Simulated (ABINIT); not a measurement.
# Beyond one shot: RbBH4 (F-43m)

How far does self-consistency move the gap of RbBH4 (F-43m)?

Calculated with ABINIT 10.8.3; PBEsol and many-body steps on it, plane waves.

### Step 1. Starting point

The structure is cubic, space group F-43m (No. 216). The conventional cell has a = 6.906 Å, b = 6.906 Å, c = 6.906 Å, α = 90.00°, β = 90.00°, γ = 90.00°. Nearest to Rb lie 12 H at 2.92 Å and 6 B at 3.45 Å. Nearest to B lie 4 H at 1.23 Å and 6 Rb at 3.45 Å. H has 1 B at 1.23 Å and 6 H at 2.00 to 2.88 Å and 3 Rb at 2.92 Å nearest. Farther neighbours are not listed.

The cell and positions are those that the Materials Project relaxed with its own functionals (PBE, PBE+U or r2SCAN), kept fixed.

### Step 2. Empty states on the mesh, 2×2×2 mesh, 68 bands

This step: ABINIT 10.8.3; DFT, PBEsol, plane waves, norm-conserving pseudopotentials.

The sums over transitions need many empty states on a uniform mesh; this step solves for them.

The input, run.abi:

```
acell 3*1.0 Angstrom
rprim 
  -0.000000000000 3.453240220000 3.453240220000
  3.453240220000 -0.000000000000 3.453240220000
  3.453240220000 3.453240220000 -0.000000000000
ntypat 3
znucl 37 5 1
natom 6
typat 1 2 3 3 3 3
xred 
  0.000000000000 0.000000000000 0.000000000000
  0.500000000000 0.500000000000 0.500000000000
  0.602415200000 0.602415200000 0.602415200000
  0.192754400000 0.602415200000 0.602415200000
  0.602415200000 0.602415200000 0.192754400000
  0.602415200000 0.192754400000 0.602415200000
pp_dirpath "pseudos"
pseudos "Rb.upf, B.upf, H.upf"
ecut 34
ngkpt 2 2 2
nshiftk 1
shiftk 0 0 0
kptopt 1
chksymbreak 0
iscf -2
irdden 1
istwfk *1
nband 68
nbdbuf 6
tolwfr 1e-09
nstep 60
prtvol 0
indata_prefix "in"
outdata_prefix "out"
tmpdata_prefix "tmp"
```

The run is started by

```
$ OMP_NUM_THREADS=1 mpirun -n 4 abinit run.abi > log
```

Numbers of over 12 decimals in the logs are rounded to 6 here.

Log:

```text
.Version 10.8.3 of ABINIT. v10.8.2 released Aug 2026.

 Symmetries : space group F-4 3 m (#216); Bravais cF (face-center cubic)
[... echo of the input left out ...]
== DATASET  1 ==================================================================
-   mpi_nproc: 4, omp_nthreads: 1 (-1 if OMP is not activated)
-    --> not optimal distribution: autoparal keyword recommended in input file <--

--- !DatasetInfo
iteration_state: {dtset: 1, }
dimensions: {natom: 6, nkpt: 3, mband: 68, nsppol: 1, nspinor: 1, nspden: 1, mpw: 5290, }
cutoff_energies: {ecut:  34.0, pawecutdg:  -1.0, }
[...]
1.13161    1.13161    1.13244    1.13244    1.13244    1.18506    1.18506    1.18506
   1.20892    1.20892    1.26405    1.38203    1.38203    1.41448    1.41448    1.41448
   1.58533    1.61879    1.62134    1.62437
 prteigrs : prtvol=0 or 1, do not print more k-points.

== END DATASET(S) ==============================================================
================================================================================

 -outvars: echo values of variables after computation  --------
            nband          68
             nkpt           3
          spgroup         216
 [... the other variables as echoed above ...]

 Calculation completed.
```

Elapsed: 16 s, on 4 MPI ranks of Arm Neoverse V1, shared host; peak memory 0.3 GiB; 62 s of CPU time.

This step gave:

| Property | Result |
| --- | --- |
| gap | 5.909 eV |
| k of the valence top | 0, 0, 0 |
| k of the conduction bottom | 0.5, 0.5, 0 |
| least direct gap | 6.018 eV |
| k points computed | 3 |
| lowest point of the top converged band, above the valence top | 41.27 eV |

On this mesh the gap is 5.909 eV.

The density comes from a self-consistent run that is not shown.

### Step 3. Screening, 2×2×2 mesh, 62 bands, screening to 106.1 eV

The RPA dielectric matrix is built and inverted for each q.

This step: RPA screening on PBEsol, plane waves, norm-conserving pseudopotentials.

Changes to run.abi since step 2:

```diff
@@ -24,10 +24,11 @@
 chksymbreak 0
-iscf -2
-irdden 1
 istwfk *1
-nband 68
-nbdbuf 6
-tolwfr 1e-09
-nstep 60
-prtvol 0
+occopt 1
+irdwfk 1
+optdriver 3
+nband 62
+ecuteps 3.9
+inclvkb 2
+awtr 1
+symchi 1
 indata_prefix "in"
```

Log:

```text
.Version 10.8.3 of ABINIT. v10.8.2 released Aug 2026.

 Symmetries : space group F-4 3 m (#216); Bravais cF (face-center cubic)
[... echo of the input left out ...]
== DATASET  1 ==================================================================
-   mpi_nproc: 4, omp_nthreads: 1 (-1 if OMP is not activated)

--- !DatasetInfo
iteration_state: {dtset: 1, }
dimensions: {natom: 6, nkpt: 3, mband: 62, nsppol: 1, nspinor: 1, nspden: 1, mpw: 5290, }
cutoff_energies: {ecut:  34.0, pawecutdg:  -1.0, }
electrons: {nelect:   1.60000000E+01, charge:   0.00000000E+00, occopt:   1.00000000E+00, tsmear:   1.00000000E-02, }

 SCREENING: Calculation of the susceptibility and dielectric matrices

 Based on a program developped by R.W. Godby, V. Olevano, G. Onida, and L. Reining.
 Incorporated in ABINIT by V. Olevano, G.-M. Rignanese, and M. Torrent.
.Using double precision arithmetic ; gwpc =  8

[... cell and pseudopotentials left out ...]
--------------------------------------------------------------------------------

 ==== K-mesh for the wavefunctions ====
 Number of points in the irreducible wedge :     3
[... list of points left out ...]
 Together with 24 symmetry operations and time-reversal symmetry
 yields     8 points in the full Brillouin Zone.

 ==== Q-mesh for the screening function ====
 Number of points in the irreducible wedge :     3
[... list of points left out ...]
 Together with 24 symmetry operations and time-reversal symmetry
 yields     8 points in the full Brillouin Zone.

 setmesh: FFT mesh size selected  =    36x   36x   36
          total number of points  =        46656

 vcoul_init : cutoff-mode = AUXILIARY_FUNCTION
 q-points for optical limit:   1
     1)      0.000010    0.000020    0.000030

- screening: taking advantage of time-reversal symmetry
- Maximum band index for partially occupied states nbvw = 8
- Remaining bands to be divided among processors   nbcw = 54
- Number of bands treated by each node ~13

 Number of electrons calculated from density =   16.0000; Expected =   16.0000
 average of density, n =  0.028788
 r_s =    2.0241
 omega_plasma =   16.3667 [eV]

 calculating chi0 at frequencies [eV] :
  1    0.000000E+00    0.000000E+00
  2    0.000000E+00    1.636674E+01

--------------------------------------------------------------------------------
  q-point number  1        q = ( 0.000000, 0.000000, 0.000000) [r.l.u.]
--------------------------------------------------------------------------------
[... chi0 elements left out ...]
 For q-point:  0.000010 0.000020 0.000030
  dielectric constant =   2.3291
  dielectric constant without local fields =   2.6809

  Average fulfillment of the sum rule on Im[epsilon] for q-point    1 :     68.81  [%]
[... wings left out ...]
  q-point number  2        q = ( 0.500000, 0.000000, 0.000000) [r.l.u.]
--------------------------------------------------------------------------------
[... chi0 elements left out ...]
  Average fulfillment of the sum rule on Im[epsilon] for q-point    2 :     78.09  [%]

 [... 1 further q-points ...]
```

It took 4.7 s on 4 MPI ranks; peak memory 0.51 GiB.

Numbers from this step:

```yaml
eps_infinity_with_local_fields_on_this_mesh_along_the_program_s_q_direction: 2.329
the_same_without_local_fields: 2.681
plasma_frequency: 16.37 eV
plane_waves_in_the_screening_matrix: 181
```

Local fields lower ε∞ by 13 %. On a Γ-centred mesh this coarse the value itself is usually too large, while a short band sum pulls it down.

### Step 4. G0W0

The self-energy is evaluated for the states that the input lists, and the levels follow from it, in one-shot runs by the linearised quasiparticle equation.

This step: G0W0 on PBEsol, plane waves, norm-conserving pseudopotentials.

Changes to run.abi since step 3:

```diff
@@ -27,8 +27,17 @@
 irdwfk 1
-optdriver 3
+optdriver 4
 nband 62
+gwcalctyp 0
+ecutsigx 34
+symsigma 1
+nkptgw 2
+kptgw 
+  0.0000000000 0.0000000000 0.0000000000
+  0.5000000000 0.5000000000 0.0000000000
+bdgw 
+  6 12
+  7 10
 ecuteps 3.9
-inclvkb 2
-awtr 1
-symchi 1
+irdscr 1
+ppmodel 1
 indata_prefix "in"
```

Log:

```text
.Version 10.8.3 of ABINIT. v10.8.2 released Aug 2026.

 Symmetries : space group F-4 3 m (#216); Bravais cF (face-center cubic)
[... echo of the input left out ...]
== DATASET  1 ==================================================================
-   mpi_nproc: 4, omp_nthreads: 1 (-1 if OMP is not activated)

--- !DatasetInfo
iteration_state: {dtset: 1, }
dimensions: {natom: 6, nkpt: 3, mband: 62, nsppol: 1, nspinor: 1, nspden: 1, mpw: 5290, }
cutoff_energies: {ecut:  34.0, pawecutdg:  -1.0, }
electrons: {nelect:   1.60000000E+01, charge:   0.00000000E+00, occopt:   1.00000000E+00, tsmear:   1.00000000E-02, }

 SIGMA: Calculation of the GW corrections

 Based on a program developped by R.W. Godby, V. Olevano, G. Onida, and L. Reining.
 Incorporated in ABINIT by V. Olevano, G.-M. Rignanese, and M. Torrent.
.Using double precision arithmetic ; gwpc =  8

[... cell and pseudopotentials left out ...]
--------------------------------------------------------------------------------

 ==== K-mesh for the wavefunctions ====
 Number of points in the irreducible wedge :     3
[... list of points left out ...]
 Together with 24 symmetry operations and time-reversal symmetry
 yields     8 points in the full Brillouin Zone.

 ==== Q-mesh for screening function ====
 Number of points in the irreducible wedge :     3
[... list of points left out ...]
 Together with 24 symmetry operations and time-reversal symmetry
 yields     8 points in the full Brillouin Zone.

 vcoul_init : cutoff-mode = AUXILIARY_FUNCTION
 q-points for optical limit:   1
     1)      0.000010    0.000020    0.000030
 setmesh: FFT mesh size selected  =    50x   50x   50
          total number of points  =       125000

 Number of electrons calculated from density =   16.0000; Expected =   16.0000
 average of density, n =  0.028788
 r_s =    2.0241
 omega_plasma =   16.3667 [eV]

 === KS Band Gaps ===
  >>>> For spin  1
   Minimum direct gap =   6.0181 [eV], located at k-point      :   0.5000  0.5000  0.0000
   Fundamental gap    =   5.9086 [eV], Top of valence bands at :   0.0000  0.0000  0.0000
                                       Bottom of conduction at :   0.5000  0.5000  0.0000
 SIGMA fundamental parameters:
 PLASMON POLE MODEL  1
 number of plane-waves for SigmaX                 5209
 number of plane-waves for SigmaC and W            181
 number of plane-waves for wavefunctions          5209
 number of bands                                    62
 number of independent spin polarizations            1
 number of spinorial components                      1
 number of k-points in IBZ                           3
 number of q-points in IBZ                           3
 number of symmetry operations                      24
 number of k-points in BZ                            8
 number of q-points in BZ                            8
 number of frequencies for dSigma/dE                 9
 frequency step for dSigma/dE [eV]                0.25
 number of omega for Sigma on real axis              0
 max omega for Sigma on real axis  [eV]           0.00
 zcut for avoiding poles [eV]                     0.10

 EPSILON^-1 parameters (SCR file):
 dimension of the eps^-1 matrix on file            181
 dimension of the eps^-1 matrix used               181
 number of plane-waves for wavefunctions          5209
 number of bands                                    62
 number of q-points in IBZ                           3
 number of frequencies                               2
 number of real frequencies                          1
 number of imag frequencies                          1

 matrix elements of self-energy operator (all in [eV])

 Perturbative Calculation

--- !SelfEnergy_ee
iteration_state: {dtset: 1, }
kpoint     : [   0.000,    0.000,    0.000, ]
spin       : 1
KS_gap     :    6.167
QP_gap     :    8.921
Delta_QP_KS:    2.754
data: !SigmaeeData |
     Band     E0 <VxcDFT>   SigX SigC(E0)      Z dSigC/dE  Sig(E)    E-E0       E
        6  -2.776 -12.269 -16.117   2.156   0.822  -0.216 -13.660  -1.391  -4.167
        7  -2.776 -12.269 -16.117   2.156   0.822  -0.216 -13.660  -1.391  -4.167
        8  -2.776 -12.269 -16.117   2.156   0.822  -0.216 -13.660  -1.391  -4.167
        9   3.392  -7.687  -3.475  -2.634   0.864  -0.158  -6.325   1.363   4.754
       10   4.738  -7.771  -3.324  -2.544   0.871  -0.149  -6.114   1.657   6.395
       11   4.738  -7.771  -3.324  -2.544   0.871  -0.149  -6.114   1.657   6.395
       12   4.738  -7.771  -3.324  -2.544   0.871  -0.149  -6.114   1.657   6.395

--- !SelfEnergy_ee
iteration_state: {dtset: 1, }
kpoint     : [   0.500,    0.500,    0.000, ]
spin       : 1
KS_gap     :    6.018
QP_gap     :    8.707
Delta_QP_KS:    2.689
data: !SigmaeeData |
     Band     E0 <VxcDFT>   SigX SigC(E0)      Z dSigC/dE  Sig(E)    E-E0       E
        7  -2.885 -12.215 -16.036   2.128   0.823  -0.215 -13.609  -1.394  -4.279
        8  -2.885 -12.215 -16.036   2.128   0.823  -0.215 -13.609  -1.394  -4.279
        9   3.133  -6.780  -2.852  -2.448   0.875  -0.142  -5.485   1.295   4.428
       10   5.481  -7.575  -3.010  -2.805   0.868  -0.153  -6.048   1.527   7.008

== END DATASET(S) ==============================================================
================================================================================

 -outvars: echo values of variables after computation  --------
           etotal      0.0000000000E+00
            nband          62
             nkpt           3
          spgroup         216
 [... the other variables as echoed above ...]

 Calculation completed.
```

Run time: 4.5 s. Hardware: 4 MPI ranks; peak memory 0.58 GiB.

Numbers from this step:

| Property | Result |
| --- | --- |
| G0W0 gap on the points computed | 8.595 eV |
| starting gap on the mesh | 5.909 eV |
| k of the valence top | 0, 0, 0 |
| k of the conduction bottom | 0.5, 0.5, 0 |
| Z at the valence top | 0.822 |
| Z at the conduction bottom | 0.875 |
| least direct G0W0 gap on the computed points | 8.707 eV |

The gap on the mesh goes from 5.91 eV to 8.59 eV, a correction of +2.69 eV.

### Step 5. evGW0, cycle 1

This step: evGW0 on PBEsol, plane waves, norm-conserving pseudopotentials.

Changes to run.abi since step 4:

```diff
@@ -29,12 +29,14 @@
 nband 62
-gwcalctyp 0
+gwcalctyp 10
 ecutsigx 34
 symsigma 1
-nkptgw 2
+nkptgw 3
 kptgw 
   0.0000000000 0.0000000000 0.0000000000
+  0.5000000000 0.0000000000 0.0000000000
   0.5000000000 0.5000000000 0.0000000000
 bdgw 
-  6 12
-  7 10
+  1 12
+  1 12
+  1 12
 ecuteps 3.9
```

Log:

```text
.Version 10.8.3 of ABINIT. v10.8.2 released Aug 2026.

 Symmetries : space group F-4 3 m (#216); Bravais cF (face-center cubic)
[... echo of the input left out ...]
== DATASET  1 ==================================================================
-   mpi_nproc: 4, omp_nthreads: 1 (-1 if OMP is not activated)

--- !DatasetInfo
iteration_state: {dtset: 1, }
dimensions: {natom: 6, nkpt: 3, mband: 62, nsppol: 1, nspinor: 1, nspden: 1, mpw: 5290, }
cutoff_energies: {ecut:  34.0, pawecutdg:  -1.0, }
electrons: {nelect:   1.60000000E+01, charge:   0.00000000E+00, occopt:   1.00000000E+00, tsmear:   1.00000000E-02, }

 SIGMA: Calculation of the GW corrections

 Based on a program developped by R.W. Godby, V. Olevano, G. Onida, and L. Reining.
 Incorporated in ABINIT by V. Olevano, G.-M. Rignanese, and M. Torrent.
.Using double precision arithmetic ; gwpc =  8

[... cell and pseudopotentials left out ...]
--------------------------------------------------------------------------------

 ==== K-mesh for the wavefunctions ====
 Number of points in the irreducible wedge :     3
[... list of points left out ...]
 Together with 24 symmetry operations and time-reversal symmetry
 yields     8 points in the full Brillouin Zone.

 ==== Q-mesh for screening function ====
 Number of points in the irreducible wedge :     3
[... list of points left out ...]
 Together with 24 symmetry operations and time-reversal symmetry
 yields     8 points in the full Brillouin Zone.

 vcoul_init : cutoff-mode = AUXILIARY_FUNCTION
 q-points for optical limit:   1
     1)      0.000010    0.000020    0.000030
 setmesh: FFT mesh size selected  =    50x   50x   50
          total number of points  =       125000

 Number of electrons calculated from density =   16.0000; Expected =   16.0000
[...]
--- !SelfEnergy_ee
iteration_state: {dtset: 1, }
kpoint     : [   0.500,    0.000,    0.000, ]
spin       : 1
KS_gap     :    7.451
QP_gap     :   10.087
Delta_QP_KS:    2.636
data: !SigmaeeData |
     Band     E_DFT   <VxcDFT>   E(N-1)  <Hhartree>   SigX  SigC[E(N-1)]    Z     dSigC/dE  Sig[E(N)]  DeltaE  E(N)_pert E(N)_diago
[...]
--- !SelfEnergy_ee
iteration_state: {dtset: 1, }
kpoint     : [   0.500,    0.500,    0.000, ]
spin       : 1
KS_gap     :    6.018
QP_gap     :    8.707
Delta_QP_KS:    2.689
data: !SigmaeeData |
     Band     E_DFT   <VxcDFT>   E(N-1)  <Hhartree>   SigX  SigC[E(N-1)]    Z     dSigC/dE  Sig[E(N)]  DeltaE  E(N)_pert E(N)_diago
[...]
11     6.956    -7.737     6.956    14.693    -3.262    -2.829     0.829    -0.206    -6.371     1.366     8.322     8.603
       12     7.460    -9.586     7.460    17.046    -4.314    -2.635     0.867    -0.154    -7.301     2.285     9.745    10.097

 New Fermi energy :        2.660757E-03 Ha ,    7.240289E-02 eV
 New Exchange energy :    -5.610018E+00 Ha ,   -1.526564E+02 eV

 === QP Band Gaps ===
  >>>> For spin  1
   Minimum direct gap =   9.1912 [eV], located at k-point      :   0.5000  0.5000  0.0000
   Fundamental gap    =   9.0808 [eV], Top of valence bands at :   0.0000  0.0000  0.0000
                                       Bottom of conduction at :   0.5000  0.5000  0.0000

 writing QP data on file : out_QPS

 Convergence of QP corrections
 >>>>> For spin  1 <<<<<
.  kptgw no:  1; Maximum DeltaE = (  -2.147   0.000) for band index:  2
.  kptgw no:  2; Maximum DeltaE = (  -2.166  -0.000) for band index:  3
.  kptgw no:  3; Maximum DeltaE = (   2.285   0.000) for band index: 12

== END DATASET(S) ==============================================================
================================================================================

 -outvars: echo values of variables after computation  --------
           etotal      0.0000000000E+00
            nband          62
             nkpt           3
          spgroup         216
 [... the other variables as echoed above ...]

 Calculation completed.
```

Elapsed: 8.6 s, on 4 MPI ranks; peak memory 0.78 GiB; 34 s of CPU time.

This step gave:

* quasiparticle gap on the points computed: 9.081 eV
* gap of the density functional on the mesh: 5.909 eV
* k of the valence top: 0, 0, 0
* k of the conduction bottom: 0.5, 0.5, 0
* Z at the valence top: 0.822
* Z at the conduction bottom: 0.875
* least direct quasiparticle gap on the computed points: 9.191 eV

Against G0W0 in ABINIT (2×2×2 mesh, 62 bands, screening to 106.1 eV, Godby-Needs plasmon pole), the gap moves by +0.486 eV. This first cycle still uses the starting levels; it takes the full correction, at all points of the mesh, and its linearised value is 8.595 eV.

### Step 6. evGW0, cycle 2

The corrected levels of the last cycle go back in.

Changes to run.abi since step 5:

```diff
@@ -44,2 +44,3 @@
 ppmodel 1
+irdqps 1
 indata_prefix "in"
```

Log:

```text
.Version 10.8.3 of ABINIT. v10.8.2 released Aug 2026.

 Symmetries : space group F-4 3 m (#216); Bravais cF (face-center cubic)
[... echo of the input left out ...]
== DATASET  1 ==================================================================
-   mpi_nproc: 4, omp_nthreads: 1 (-1 if OMP is not activated)

--- !DatasetInfo
iteration_state: {dtset: 1, }
dimensions: {natom: 6, nkpt: 3, mband: 62, nsppol: 1, nspinor: 1, nspden: 1, mpw: 5290, }
cutoff_energies: {ecut:  34.0, pawecutdg:  -1.0, }
[...]
Convergence of QP corrections
 >>>>> For spin  1 <<<<<
.  kptgw no:  1; Maximum DeltaE = (  -1.661  -0.310) for band index:  1
.  kptgw no:  2; Maximum DeltaE = (  -1.648  -0.077) for band index:  1
.  kptgw no:  3; Maximum DeltaE = (  -1.773  -0.201) for band index:  1

== END DATASET(S) ==============================================================
================================================================================

 -outvars: echo values of variables after computation  --------
           etotal      0.0000000000E+00
            nband          62
             nkpt           3
          spgroup         216
 [... the other variables as echoed above ...]

 Calculation completed.
```

Elapsed: 8.6 s, on 4 MPI ranks; peak memory 0.78 GiB; 34 s of CPU time.

This step gave:

```
quasiparticle gap on the points computed              : 8.932 eV
gap of the density functional on the mesh             : 5.909 eV
k of the valence top                                  : 0, 0, 0
k of the conduction bottom                            : 0.5, 0.5, 0
least direct quasiparticle gap on the computed points : 9.04 eV
```

Against the cycle before, the gap moves by −0.149 eV.

(Continued in part 2 of 3.)

[Paths, hosts, dates, memory and timing lines, banners, echoed tables and standing remarks are left out of the program output.]

[Logs are printed without paths, hosts, clocks, repeated set-up lines and the standing remarks that a program may print on its own settings, such as how far it seeks lower states.]

[Runs of the session that timed out or met a known fault of the program may be left out.]

[No measured gap is set beside runs whose start may be inverted or whose files or cutoffs have a known fault.]

[Loops that did not settle are left out.]

[Hosts, paths, dates, database ids (printed as entryN), source tags and the programs' standing remarks are cut or masked in the printed files.]

[G0W0 gaps are taken among the corrected bands and points alone; a level outside them can change the order at an edge.]

[Where Ansatz stands beside ABINIT at settings called matched, ABINIT's density can come from a denser mesh and the files from another edition; pairs whose starting gaps differed by over 0.03 eV were left out, so agreement reads better than it is.]
